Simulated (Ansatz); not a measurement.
# What NaB (Fm-3m) distorts into, part 3 of 3

Aim: this structure of NaB (Fm-3m) is to be tested for unstable modes, and one is followed downhill.

Ansatz 0.2.0; DFT PBEsol, scalar-relativistic, plane waves, PAW.

So far. Step 4 (The mode frozen in, largest atomic shift 0.6 Å): The run ends at a pressure of -2.30 GPa, with forces up to 0.66 eV/Å. Step 5 (Energy along the mode, all amplitudes (two of the runs …): The lowest of the steps tried is the last one, at 0.6 Å, 98.6 meV/atom below the parent; the bottom of the well need not coincide with a step.

### Step 7. The new phase in its own primitive cell

The relaxed structure is symmetrised, reduced to its primitive cell and relaxed tightly, as its phonons need.

Input file input.yaml:

```yaml
crystal:
  lattice:
    - [-4.0061683934, 5.1692597552, 1.5984716337]
    - [4.0061683934, -5.1692597552, 1.5984716337]
    - [4.0061683934, 5.1692597552, -1.5984716337]
  atoms:
    - { symbol: Na, position: [0.8646372348, 0.1785662109, 0.0432034457] }
    - { symbol: Na, position: [0.3646372348, 0.3214337891, 0.6860710239] }
    - { symbol: Na, position: [0.1353627652, 0.8214337891, 0.9567965543] }
    - { symbol: Na, position: [0.6353627652, 0.6785662109, 0.3139289761] }
    - { symbol: B, position: [0.6057970404, 0.0071178394, 0.6129148797] }
    - { symbol: B, position: [0.1057970404, 0.4928821606, 0.598679201] }
    - { symbol: B, position: [0.8942029596, 0.5071178394, 0.401320799] }
    - { symbol: B, position: [0.3942029596, 0.9928821606, 0.3870851203] }
kpoints:
  mp_grid: { grid: [12, 12, 12] }
hamiltonian:
  xc: pbesol
scf:
  occupations: { method: methfessel_paxton, width: 0.15 }
output:
  forces: true
  stress: true
  eigenvalues: true
relax:
  adjacent_minimum: "off"
  f_tol: 0.001
  max_steps: 60
  cell: { stress_tol: 0.01 }
```

On the command line:

```bash
ansatz run input.yaml --threads 4 --pin off --max-ram 7168MiB --backend cpu --events-out ev --progress --plain --runs-dir out
```

Numbers of over 12 decimals in the logs are rounded to 6 here.

What it wrote:

```text
[...]
atoms:
    - { symbol: Na, position: [0.862796, 0.176373, 0.039169] }
    - { symbol: Na, position: [0.362796, 0.323627, 0.686423] }
    - { symbol: Na, position: [0.137204, 0.823627, 0.960831] }
    - { symbol: Na, position: [0.637204, 0.676373, 0.313577] }
    - { symbol: B, position: [0.604590, 0.0074687, 0.612058] }
    - { symbol: B, position: [0.104590, 0.492531, 0.597121] }
    - { symbol: B, position: [0.895410, 0.507469, 0.402879] }
    - { symbol: B, position: [0.395410, 0.992531, 0.387942] }
[key lines of the parts left out:]
SCF converged after 5 iterations
Free energy (F): -6511.169821 eV
Fermi energy:    5.116358 eV
P = ⅓ Tr σ = -0.0002 GPa (-0.002 kbar)
```

It took 2.5 min on 4 threads of Intel Xeon Platinum 8488C (Sapphire Rapids), shared host; peak memory 1.2 GiB; 9.6 min of CPU time.

Step by step:

```csv
step,energy less that of the first step (eV),largest force component (eV/Å),pressure (GPa),volume (Å³)
1,0.0000,0.1174,-0.11,132.41
2,-0.0221,0.1257,-0.13,130.32
3,0.0299,0.5896,1.13,123.42
4,-0.0390,0.0821,-0.13,127.74
5,-0.0440,0.0204,0.06,126.48
6,-0.0445,0.0012,-0.01,127.20
7,-0.0446,0.0020,0.04,127.04
8,-0.0445,0.0003,-0.01,127.14
9,-0.0446,0.0004,0.00,127.09
10*,-0.0432,0.0004,-0.01,127.09
11,-0.0433,0.0002,0.00,126.96
12*,-0.0433,0.0002,0.00,126.96
```

Relaxation steps marked * repeat the geometry before them on a plane-wave basis chosen anew for their cell, so energy and pressure can jump there. Relaxation steps 3, 7 were tried and not accepted.

Forces are held to the 8 operations that the run works with; a distortion that breaks them can't arise in this run.

```csv
"conventional cell, symmetrised",before,after,change
a (Å),8.012,7.957,-0.7 %
b (Å),10.339,9.904,-4.2 %
c (Å),3.197,3.222,+0.8 %
volume (Å³/atom),16.55,15.87,-4.1 %
```

The atoms that moved most (Å, as changes of fractional coordinates times the final cell):

```csv
atom,dx,dy,dz,length
Na1,-0.017,-0.018,0.000,0.025
Na2,0.017,-0.018,0.000,0.025
Na3,0.017,0.018,0.000,0.025
Na4,-0.017,0.018,0.000,0.025
B7,0.003,0.012,0.000,0.012
B8,-0.003,0.012,0.000,0.012
B6,-0.003,-0.012,0.000,0.012
B5,0.003,-0.012,0.000,0.012
```

The relaxed structure:

```cif
data_structure
_symmetry_space_group_name_H-M 'P 1'
_symmetry_Int_Tables_number 1
_cell_length_a 6.5533
_cell_length_b 6.5533
_cell_length_c 6.5533
_cell_angle_alpha 105.238
_cell_angle_beta 81.840
_cell_angle_gamma 151.536
_cell_volume 126.96
loop_
_atom_site_label
_atom_site_type_symbol
_atom_site_fract_x
_atom_site_fract_y
_atom_site_fract_z
_atom_site_occupancy
Na1 Na 0.86280 0.17637 0.03917 1
Na2 Na 0.36280 0.32363 0.68642 1
Na3 Na 0.13720 0.82363 0.96083 1
Na4 Na 0.63720 0.67637 0.31358 1
B5 B 0.60459 0.00747 0.61206 1
B6 B 0.10459 0.49253 0.59712 1
B7 B 0.89541 0.50747 0.40288 1
B8 B 0.39541 0.99253 0.38794 1
```

This step gave:

| Item | Value |
| --- | --- |
| pressure | -1.72e-4 GPa |
| volume per atom | 15.87 Å³ |

The largest force component left is 0.17 meV/Å and the pressure is 0.000 GPa, within the tolerances set. The cell now holds 15.87 Å³/atom.

### Step 8. Modes of the new phase

A relaxed structure may still be a saddle point, so its zone-centre modes are computed. No field response is asked, since the mesh shows no gap.

Input file input.yaml:

```yaml
crystal:
  lattice:
    - [-3.978570159, 4.9518086063, 1.6111100022]
    - [3.978570159, -4.9518086063, 1.6111100022]
    - [3.978570159, 4.9518086063, -1.6111100022]
  atoms:
    - { symbol: Na, position: [0.8627959158, 0.1763727295, 0.0391686452] }
    - { symbol: Na, position: [0.3627959158, 0.3236272705, 0.6864231863] }
    - { symbol: Na, position: [0.1372040842, 0.8236272705, 0.9608313548] }
    - { symbol: Na, position: [0.6372040842, 0.6763727295, 0.3135768137] }
    - { symbol: B, position: [0.6045895214, 0.0074687023, 0.6120582236] }
    - { symbol: B, position: [0.1045895214, 0.4925312977, 0.5971208191] }
    - { symbol: B, position: [0.8954104786, 0.5074687023, 0.4028791809] }
    - { symbol: B, position: [0.3954104786, 0.9925312977, 0.3879417764] }
kpoints:
  mp_grid: { grid: [12, 12, 12] }
hamiltonian:
  xc: pbesol
scf:
  occupations: { method: methfessel_paxton, width: 0.15 }
output:
  eigenvalues: true
phonons:
  method: dfpt
```

What it wrote:

```text
zone centre: on kpoints.mp_grid the ground state, and the responses unless they are solved on pairs of k-points, stand on 476 of the mesh's 1728 k-points, reduced under 2 symmetry operations, with k and −k counted as one. Each operation leaves every solved displacement unchanged or reverses it
[...]
Crystal: 8 atoms, lattice volume = 126.963 Å³
Basis set: ecut = 420 eV, 2469 PW (Γ), exchange–correlation on 96×96×96 points (8 copies of the dense FFT grid, shifted against one another)
Bands: 32, of which v1, the nominal top of the filled ones, is band 24 counted from 1 (23 counted from 0)
Symmetry: 8 space group operations
k-points: 476 of 1728 (irreducible under 2 space group operations, time reversal used)
[...]
SCF iter   1: F=—  HF=-6511.194425 eV  |F-HF|=—  |Δ(HF+E_count)|=         —  Δρ=5.24e-3  dr2=6.78e-2  ethr=1.77e-3  ⟨swp⟩=6.3  Hψ=65187  notcnv=0
[...]
SCF iter  11: F=-6511.169821 eV  HF=-6511.169821 eV  |F-HF|=9.09e-13  |Δ(HF+E_count)|=  9.09e-13  S|Δr|=    0.00e0  Δρ=2.26e-8  dr2=1.57e-12  ethr=1.00e-12  ⟨swp⟩=10.4  Hψ=74564  notcnv=0
SCF 1 converged in 11 iterations: F = -6511.169821 eV  dr2 = 1.57e-12
[...]
DFPT response loops at Γ: preconditioner auto → Kerker (q_TF=auto, 2.320 Å⁻¹) (partly filled bands, converged f_vac=0.000); β = 1.00, the filter's whole step (`scf.mixing.beta` (0.50) is not read by the response loops under this deck's `scf.mixing.preconditioner`; to damp them name `kerker` or `kerker_dos`, under which they read `scf.mixing.beta`, and type it under 1.00, their step now; both keys bind the ground state too); Broyden in place of MSR1
SCF converged after 11 iterations
[...]
Free energy (F): -6511.169821 eV
[...]
Internal energy: -6511.167319 eV  (E = F + TS)
E sigma→0 (E₀):  -6511.169195 eV
Entropy (-TS):   -0.002502 eV (-0.313 meV/atom)
Fermi energy:    5.116358 eV
[...]
--- Band table (eV; the first three rows and the last of 476) ---
  k-point 0: bands = [... 20 lower, 0.7029, 2.3217, 2.3433, 3.3240, 5.3671, 7.3322, 7.8138, 8.2146, ... 4 higher]
  k-point 1: bands = [... 20 lower, 0.6993, 2.3436, 2.3538, 3.3177, 5.4451, 7.0882, 7.8127, 8.4342, ... 4 higher]
  k-point 2: bands = [... 20 lower, 0.6812, 2.3442, 2.4454, 3.3116, 5.6603, 6.6854, 7.8094, 8.2016, ... 4 higher]
  k-point 475: bands = [... 20 lower, 0.6334, 2.3509, 3.2341, 3.4648, 4.7493, 6.8631, 7.7737, 8.6637, ... 4 higher]
--- Phonons (Γ-DFPT): 6 representative perturbations + reference, on 476 of 1728 k-points (Σ response iterations 20) ---
  k mesh reduced under 2 symmetry operations, with k and −k counted as one. Each operation leaves every solved displacement unchanged or reverses it
  ASR residual: 7.067e-6 → 0.000e0 eV/Å²; symmetrization residual: 2.760e-6 eV/Å²
  ASR residual per site (eV/Å²): 7.07e-6 7.07e-6 7.07e-6 7.07e-6 3.65e-6 3.65e-6 3.65e-6 3.65e-6
  Γ frequencies (cm⁻¹): -320.84 -80.47 0.00 0.00 0.00 46.63 80.46 97.16 106.06 108.63 131.66 165.22 170.14 178.25 184.53 215.73 233.08 253.55 262.68 332.34 372.63 440.32 1188.39 1320.06
  non-analytic LO–TO correction: not included (Born effective charges unavailable; polar crystals: no LO–TO splitting at Γ)
```

Run time: 12 min. Hardware: 4 threads; peak memory 4.8 GiB.

This step gave:

| Item | Value |
| --- | --- |
| sum-rule residual before enforcement | 7.07e-6 eV/Å² |
| point group | mmm |
| highest optical mode at the zone centre (no LO-TO term) | 1320 cm⁻¹ |
| lowest optical zone-centre mode | -320.8 cm⁻¹ |

Patterns of degenerate modes are one choice out of their space. Modes at Γ, with each element's share of the kinetic energy (negative means imaginary):

```csv
mode,frequency (cm⁻¹),symmetry,Na %,B %
1,-320.8,B3g,0,100
2,-80.5,B1g,80,20
3,0.0,acoustic,68,32
4,0.0,acoustic,68,32
5,0.0,acoustic,68,32
6,46.6,B1u,32,68
7,80.5,B2u,33,67
8,97.2,Au,100,0
9,106.1,B2g,100,0
10,108.6,B3g,100,0
11,131.7,B3u,87,13
12,165.2,Ag,97,3
13,170.1,B1g,92,8
14,178.2,B2u,93,7
15,184.5,B1g,5,95
16,215.7,B3u,16,84
17,233.1,Ag,99,1
18,253.6,B3u,29,71
19,262.7,B1g,23,77
20,332.3,B2u,6,94
21,372.6,Ag,1,99
22,440.3,Ag,2,98
23,1188.4,B2g,0,100
24,1320.1,Au,0,100
```

Displacements in mode 1 (-320.8 cm⁻¹), the largest set to 1:
```
Na1  0.00  0.00 -0.01
Na2  0.00  0.00 -0.01
Na3  0.00  0.00  0.01
Na4  0.00  0.00  0.01
B5   0.00  0.00  1.00
B6   0.00  0.00  1.00
B7   0.00  0.00 -1.00
B8   0.00  0.00 -1.00
```

Displacements in mode 20 (332.3 cm⁻¹), the largest set to 1:
```
Na1  0.17 -0.01  0.00
Na2 -0.17 -0.01  0.00
Na3  0.17 -0.01  0.00
Na4 -0.17 -0.01  0.00
B5   1.00  0.01  0.00
B6  -1.00  0.01  0.00
B7  -1.00  0.01  0.00
B8   1.00  0.01  0.00
```

Before it was imposed, the acoustic sum rule was missed by 7.1e-6 eV/Å². Small misses are needed for a sound result but don't prove that mesh and cutoff are converged. The lowest optical mode is imaginary, 320.8i cm⁻¹, so the energy falls along it.

### Step 9. Results

```
unstable mode of the parent                                                      : q = (0.25, -0.5, -0.25), 174i cm⁻¹
depth at the lowest point sampled                                                : 98.6 meV/atom
largest atomic shift at that point                                               : 0.6 Å
space group reached (within 0.01 Å)                                              : Ibam
energy gained over the parent (first relaxation, on the mesh of the frozen mode) : 1562 meV/atom
volume per atom, phase reached                                                   : 15.9 Å³
lowest optical zone-centre mode, phase reached                                   : -321 cm⁻¹
highest optical mode at the zone centre (no LO-TO term), phase reached           : 1320 cm⁻¹
```

In words: Along this mode the structure falls into Ibam, 1562 meV/atom below the parent. At the parent's cell the well is 98.61 meV/atom deep on the steps tried, with its lowest point at a shift of 0.6 Å. That is the last step tried, so the steps alone don't bracket the bottom of the well. Relaxing atoms and cell changes the gain by +1463.68 meV/atom against the lowest step (energies at zero smearing). Most of the total comes from this relaxation. The new phase still has an imaginary mode at the zone centre of its cell, so it is a saddle point on the way to a lower structure. Of the 4 patterns followed to their end from this parent, this one reaches the lowest energy. Each path keeps the symmetry of its pattern, so a lower phase may lie along a pattern not tried. With no gap, or one that is small against the smearing, the frequencies hang on the k mesh and the smearing, most of all near Kohn anomalies. The volume moved by more than a tenth on the k mesh of the start, so the energy gain is rough. A phonon run warned that its eigensolver left some bands unconverged in a pass.

[Logs are printed without paths, hosts, clocks, repeated set-up lines and the standing remarks that a program may print on its own settings, such as how far it seeks lower states.]

[Hosts, paths, dates, database ids (printed as entryN), source tags and the programs' standing remarks are cut or masked in the printed files.]
